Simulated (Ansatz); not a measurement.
**linear Zn chain under tension and compression**

Does stretching change the magnetism or the channel count of the linear Zn chain?

Calculated with Ansatz 0.2.0; DFT PBE, plane waves, PAW; relaxation of a chain's period, in the first sound run; inputs show where later runs differ.

Most raw output is cut from this account.

## (1) Set-up

The cell holds 1 atom: 1 Zn. Its edges and angles: a = 7.500 Å, b = 7.500 Å, c = 2.269 Å, α = 90.0°, β = 90.0°, γ = 90.0°. Vacuum lies along a and b. The structure's axis is c.

## (2) The relaxed wire

Band widths follow the bond lengths, so the chain is relaxed first. The atoms and the third cell vector are free; the box across stays fixed as vacuum. Moments are seeded so that a magnetic state can form if it lies lower. A Fermi-Dirac smearing is set since the result may be a metal. The pressure printed is a third of the stress's trace over the whole box, vacuum included; only the stress along the axis is relaxed.

File input.yaml:

```yaml
crystal:
  lattice:
    - [7.5, 0.0, 0.0]
    - [0.0, 7.5, 0.0]
    - [0.0, 0.0, 2.2692]
  atoms:
    - { symbol: Zn, position: [0.5, 0.5, 0.0], spin: 0.5 }
magnetization:
  spin_polarized: true
kpoints:
  mp_grid: { grid: [1, 1, 36] }
scf:
  occupations: { method: fermi_dirac, width: 0.05 }
hamiltonian:
  xc: pbe
relax:
  cell: { fix: [a, b, alpha, beta, gamma] }
  max_steps: 60
```

Run with:

```console
$ ansatz run input.yaml --threads 4 --pin off --max-ram 8192MiB --backend cpu --events-out ev --progress --plain --runs-dir out
```

It took 13 s on 4 threads of Arm Neoverse V1, shared host; peak memory 0.41 GiB.

Relaxation path:

```tsv
step	energy less that of the first step (eV)	largest force component (eV/Å)	pressure (GPa)	volume (Å³)
1	0.0000	0.0000	1.36	127.64
2	-0.0848	0.0000	0.85	131.79
3	-0.1555	0.0000	0.31	138.01
4	-0.1724	0.0000	0.03	142.35
5	-0.1736	0.0000	-0.04	143.70
6	-0.1737	0.0000	-0.06	144.09
7*	-0.1757	0.0000	-0.04	144.09
8	-0.1757	0.0000	-0.06	144.49
9*	-0.1757	0.0000	-0.06	144.49
```

Relaxation steps marked * repeat the geometry before them on a plane-wave basis chosen anew for their cell, so energy and pressure can jump there.

```tsv
cell as run	before	after	change
c (Å)	2.269	2.569	+13.2 %
```

Final coordinates:

```
Zn
1.0
     7.50000    0.00000    0.00000
     0.00000    7.50000    0.00000
     0.00000    0.00000    2.56867
Zn
1
Direct
  0.50000 0.50000 0.00000
```

Numbers from this step:

* energy at zero smearing: -3318.0726 eV
* cell length along the wire: 2.569 Å

The cell's length comes to 2.569 Å with no moment. That is +13 % against the start, more than a small adjustment.

The cell grew by 13.2 % in its periodic edges.

## (3) The chain at a fixed length, period over the relaxed period 0.88, k-mesh 1×1×36

This step: DFT PBE, plane waves, PAW; channels and complex bands of a perfect chain (Ansatz 0.2.0).

The period is set to 0.88 times the relaxed one: shorter bonds widen the bands.

input.yaml, the sections that differ from step 2:

```yaml
crystal:
  lattice:
    - [7.5, 0.0, 0.0]
    - [0.0, 7.5, 0.0]
    - [0.0, 0.0, 2.2604275281]
  atoms:
    - { symbol: Zn, position: [0.5, 0.5, 0.0], spin: 0.5 }
output:
  transmission:
    e_range: [-2, 2]
    de: 0.035
    kmesh: [1, 1]
    reduced_basis: true
    leads: [[0, 0]]
  stress: true
# magnetization, kpoints, scf, hamiltonian: as in step 2
# relax: removed
```

Wall time 20 s (4 threads); peak memory 0.45 GiB.

This step gave:

```
energy at zero smearing                                   : -3317.8808 eV
total moment                                              : 0.1364 μB
absolute moment                                           : 0.1425 μB
channels at the energy nearest the Fermi level, spin up   : 3
channels at the energy nearest the Fermi level, spin down : 1
conductance of the lead as this run defines it            : 1.933 G₀
band gap                                                  : 0 eV
```

The open channels of the lead by energy, zero at the Fermi level:

```tsv
energy (eV)	spin up	spin down
-2.000	1	1
-1.790	1	1
-1.615	1	1
-1.405	1	1
-1.195	1	1
-0.985	1	1
-0.810	1	1
-0.600	1	1
-0.390	1	1
-0.215	1	1
-0.005	3	1
0.205	3	3
0.415	2	3
0.590	2	2
0.800	2	2
1.010	2	2
1.185	2	2
1.395	2	2
1.605	2	2
1.815	2	2
```

At the computed energy nearest the Fermi level there are 3 spin-up and 1 spin-down channels, and the thermal average gives 1.93 G₀.

## (4) At a set period, period over the relaxed period 0.92, k-mesh 1×1×34

The period is set to 0.92 times the relaxed one: shorter bonds widen the bands.

The cell differs from the one that the last finished run ended in (c 2.260 → 2.363 Å).

Edit input.yaml of step 3 so:

```diff
@@ -4,3 +4,3 @@
     - [0.0, 7.5, 0.0]
-    - [0.0, 0.0, 2.2604275281]
+    - [0.0, 0.0, 2.3631742339]
   atoms:
@@ -10,3 +10,3 @@
 kpoints:
-  mp_grid: { grid: [1, 1, 36] }
+  mp_grid: { grid: [1, 1, 34] }
 scf:
```

Elapsed: 20 s, on 4 threads; peak memory 0.42 GiB.

At the computed energy nearest the Fermi level there are 1 spin-up and 1 spin-down channels, and the thermal average gives 1.30 G₀.

For the conductance of the lead as this run defines it, step 3 gave 1.93 G₀; this run, with period over the relaxed period 0.92 and k-mesh 1×1×34, gives 1.30 G₀ (-33 %).

## (5) The chain at a fixed length, period over the relaxed period 0.96, k-mesh 1×1×33

The period is set to 0.96 times the relaxed one: shorter bonds widen the bands.

The cell differs from the one that the last finished run ended in (c 2.363 → 2.466 Å).

Edit input.yaml of step 4 so:

```diff
@@ -4,3 +4,3 @@
     - [0.0, 7.5, 0.0]
-    - [0.0, 0.0, 2.3631742339]
+    - [0.0, 0.0, 2.4659209397]
   atoms:
@@ -10,3 +10,3 @@
 kpoints:
-  mp_grid: { grid: [1, 1, 34] }
+  mp_grid: { grid: [1, 1, 33] }
 scf:
```

Wall time 25 s (4 threads); peak memory 0.48 GiB.

At the computed energy nearest the Fermi level there are 1 spin-up and 1 spin-down channels, and the thermal average gives 1.05 G₀.

For the conductance of the lead as this run defines it, step 3 gave 1.93 G₀; this run, with period over the relaxed period 0.96 and k-mesh 1×1×33, gives 1.05 G₀ (-46 %).

## (6) The chain at a fixed length, period over the relaxed period 1, k-mesh 1×1×32

The period is set to 1.0 times the relaxed one, as the point of reference.

Edit input.yaml of step 5 so:

```diff
@@ -4,3 +4,3 @@
     - [0.0, 7.5, 0.0]
-    - [0.0, 0.0, 2.4659209397]
+    - [0.0, 0.0, 2.5686676455]
   atoms:
@@ -10,3 +10,3 @@
 kpoints:
-  mp_grid: { grid: [1, 1, 33] }
+  mp_grid: { grid: [1, 1, 32] }
 scf:
```

Elapsed: 61 s, on 4 threads; peak memory 0.57 GiB.

The open channels of the lead by energy, zero at the Fermi level:

```tsv
energy (eV)	spin up	spin down
-2.000	1	1
-1.790	1	1
-1.615	1	1
-1.405	1	1
-1.195	1	1
-0.985	1	1
-0.810	1	1
-0.600	1	1
-0.390	1	1
-0.215	1	1
-0.005	0	0
0.205	2	2
0.415	2	2
0.590	2	2
0.800	3	3
1.010	3	3
1.185	3	3
1.395	3	3
1.605	3	3
1.815	4	4
```

At the computed energy nearest the Fermi level there are 0 spin-up and 0 spin-down channels, and the thermal average gives 0.208 G₀.

For the conductance of the lead as this run defines it, step 3 gave 1.93 G₀; this run, with period over the relaxed period 1 and k-mesh 1×1×32, gives 0.208 G₀ (-89 %).

## (7) At a set period, period over the relaxed period 1.04, k-mesh 1×1×30

The period is set to 1.04 times the relaxed one: longer bonds narrow the bands.

The cell differs from the one that the last finished run ended in (c 2.569 → 2.671 Å).

Edit input.yaml of step 6 so:

```diff
@@ -4,3 +4,3 @@
     - [0.0, 7.5, 0.0]
-    - [0.0, 0.0, 2.5686676455]
+    - [0.0, 0.0, 2.6714143514]
   atoms:
@@ -10,3 +10,3 @@
 kpoints:
-  mp_grid: { grid: [1, 1, 32] }
+  mp_grid: { grid: [1, 1, 30] }
 scf:
```

Wall time 59 s (4 threads); peak memory 0.64 GiB; 3.4 min of CPU time.

At the computed energy nearest the Fermi level there are 0 spin-up and 0 spin-down channels, and the thermal average gives 0.0588 G₀. The change of length costs 0.009 eV a cell and leaves no moment.

For the conductance of the lead as this run defines it, step 3 gave 1.93 G₀; this run, with period over the relaxed period 1.04 and k-mesh 1×1×30, gives 0.0588 G₀ (-97 %).

## (8) At a set period, period over the relaxed period 1.08, k-mesh 1×1×29

The period is set to 1.08 times the relaxed one: longer bonds narrow the bands.

The cell differs from the one that the last finished run ended in (c 2.671 → 2.774 Å).

Edit input.yaml of step 7 so:

```diff
@@ -4,3 +4,3 @@
     - [0.0, 7.5, 0.0]
-    - [0.0, 0.0, 2.6714143514]
+    - [0.0, 0.0, 2.7741610572]
   atoms:
@@ -10,3 +10,3 @@
 kpoints:
-  mp_grid: { grid: [1, 1, 30] }
+  mp_grid: { grid: [1, 1, 29] }
 scf:
```

Wall time 59 s (4 threads); peak memory 0.62 GiB.

At the computed energy nearest the Fermi level there are 0 spin-up and 0 spin-down channels, and the thermal average gives 0.0169 G₀. The change of length costs 0.010 eV a cell and leaves no moment.

Between step 3 and this run (period over the relaxed period 1.08 and k-mesh 1×1×29) the value for the conductance of the lead as this run defines it moves from 1.93 G₀ to 0.0169 G₀ (-99 %).

## (9) The chain at a fixed length, period over the relaxed period 1.13, k-mesh 1×1×28

The period is set to 1.13 times the relaxed one: longer bonds narrow the bands.

The cell differs from the one that the last finished run ended in (c 2.774 → 2.903 Å).

Edit input.yaml of step 8 so:

```diff
@@ -4,3 +4,3 @@
     - [0.0, 7.5, 0.0]
-    - [0.0, 0.0, 2.7741610572]
+    - [0.0, 0.0, 2.9025944395]
   atoms:
@@ -10,3 +10,3 @@
 kpoints:
-  mp_grid: { grid: [1, 1, 29] }
+  mp_grid: { grid: [1, 1, 28] }
 scf:
```

Elapsed: 36 s, on 4 threads; peak memory 0.52 GiB; 2.2 min of CPU time.

Open channels of the lead against energy, zero at the Fermi level:

```tsv
energy (eV)	spin up	spin down
-2.000	1	1
-1.790	1	1
-1.615	1	1
-1.405	1	1
-1.195	1	1
-0.985	1	1
-0.810	1	1
-0.600	1	1
-0.390	1	1
-0.215	0	0
-0.005	0	0
0.205	0	0
0.415	1	1
0.590	1	1
0.800	1	1
1.010	3	3
1.185	3	3
1.395	3	3
1.605	3	3
1.815	3	3
```

At the computed energy nearest the Fermi level there are 0 spin-up and 0 spin-down channels, and the thermal average gives 1.4e-6 G₀. The change of length costs 0.019 eV a cell and leaves no moment.

## (10) At a set period, period over the relaxed period 1.2, k-mesh 1×1×26

The period is set to 1.2 times the relaxed one: longer bonds narrow the bands.

The cell differs from the one that the last finished run ended in (c 2.903 → 3.082 Å).

Edit input.yaml of step 9 so:

```diff
@@ -4,3 +4,3 @@
     - [0.0, 7.5, 0.0]
-    - [0.0, 0.0, 2.9025944395]
+    - [0.0, 0.0, 3.0824011746]
   atoms:
@@ -10,3 +10,3 @@
 kpoints:
-  mp_grid: { grid: [1, 1, 28] }
+  mp_grid: { grid: [1, 1, 26] }
 scf:
```

The job ended after 39 s (4 threads; peak memory 0.49 GiB; 2.3 min of CPU time).

At the computed energy nearest the Fermi level there are 0 spin-up and 0 spin-down channels, and the thermal average gives 1.6e-11 G₀. The change of length costs 0.029 eV a cell and leaves no moment.

## (11) The chain at a fixed length, period over the relaxed period 1.3, k-mesh 1×1×24

The period is set to 1.3 times the relaxed one: longer bonds narrow the bands.

The cell differs from the one that the last finished run ended in (c 3.082 → 3.339 Å).

Edit input.yaml of step 10 so:

```diff
@@ -4,3 +4,3 @@
     - [0.0, 7.5, 0.0]
-    - [0.0, 0.0, 3.0824011746]
+    - [0.0, 0.0, 3.3392679392]
   atoms:
@@ -10,3 +10,3 @@
 kpoints:
-  mp_grid: { grid: [1, 1, 26] }
+  mp_grid: { grid: [1, 1, 24] }
 scf:
```

The job ended after 49 s (4 threads; peak memory 0.47 GiB).

At the computed energy nearest the Fermi level there are 0 spin-up and 0 spin-down channels, and the thermal average gives 2.7e-17 G₀; the gap is 2.01 eV. The change of length costs 0.048 eV a cell and leaves no moment.

## (12) The series together

Times are for 4 threads of Arm Neoverse V1, shared host. The runs compared:

```tsv
no.	period over the relaxed period	conductance of the lead as this run defines it (G₀)	absolute moment (μB)	energy at zero smearing less the lowest (eV)	time	memory (GiB)
1	0.88	1.933	0.1425	0.1915	20 s	0.45
2	0.92	1.295	0.008666	0.07740	20 s	0.42
3	0.96	1.049	0	0.02018	25 s	0.48
4	1	0.2083	0	0	61 s	0.57
5	1.04	0.05881	0	0.009119	59 s	0.64
6	1.08	0.01685	0	0.009748	59 s	0.62
7	1.13	1.41e-6	0	0.01857	36 s	0.52
8	1.2	1.56e-11	0	0.02926	39 s	0.49
9	1.3	2.70e-17	0	0.04794	49 s	0.47
```

## (13) A repeat with changed settings

This step: DFT PBE, plane waves, PAW; channels and complex bands of a perfect chain; changed: output.transmission.leads = [[0, 0], [1, 0]], scf.max_iter = 60 (Ansatz 0.2.0).

The input of the run at the relaxed period is made doubtful on purpose.

File input.yaml:

```yaml
crystal:
  lattice:
    - [7.5, 0.0, 0.0]
    - [0.0, 7.5, 0.0]
    - [0.0, 0.0, 2.5686676455]
  atoms:
    - { symbol: Zn, position: [0.5, 0.5, 0.0], spin: 0.5 }
magnetization:
  spin_polarized: true
kpoints:
  mp_grid: { grid: [1, 1, 32] }
scf:
  occupations: { method: fermi_dirac, width: 0.05 }
  max_iter: 60
hamiltonian:
  xc: pbe
output:
  transmission:
    e_range: [-2, 2]
    de: 0.035
    kmesh: [1, 1]
    reduced_basis: true
    leads: [[0, 0], [1, 0]]
  stress: true
```

The job ended after 0.04 s (4 threads; peak memory 0.07 GiB).

The input was rejected at the start.

The program's message: “Error: inconsistent input (output.transmission.leads, crystal): the lead [1, 0] names a site that the cell does not have: it has 1, counted from 0.”

The change that led to it: output.transmission.leads = [[0, 0], [1, 0]].

## (14) Outcome

```
relaxed cell length              : 2.569 Å
conductance at period × 0.88     : 1.93 G₀
conductance at period × 1.0      : 0.208 G₀
conductance at period × 1.13     : 1.4e-6 G₀
conductance at period × 1.3      : 2.7e-17 G₀
absolute moment at period × 0.88 : 0.143 μB
absolute moment at period × 1.0  : 0 μB
absolute moment at period × 1.3  : 0 μB
```

What this shows: The conductance goes from 1.93 G₀ at the shortest period to 2.7e-17 G₀ at the longest, as band edges move through the Fermi level. Transport is coherent and elastic here: the atoms are frozen, so scattering by vibrations plays no part. No search over magnetic orders was made; another may lie lower. One term of the program's error estimate for a conductance, of a junction or of the perfect wire, reaches 41 % in this session. For the perfect chain only parallel moments were started; its antiparallel and spiral orders were not tested. Conductances of a perfect chain off the multiples of half a G0 come from band edges within the thermal window; the square box also splits pairs of bands that an isolated chain keeps degenerate, which moves such edges. The lead's cell of one atom keeps the chain straight and evenly spaced; a zigzag or dimerised form may lie lower.

[Logs are printed without paths, hosts, clocks, repeated set-up lines and the standing remarks that a program may print on its own settings, such as how far it seeks lower states.]

[Hosts, paths, dates, database ids (printed as entryN), source tags and the programs' standing remarks are cut or masked in the printed files.]
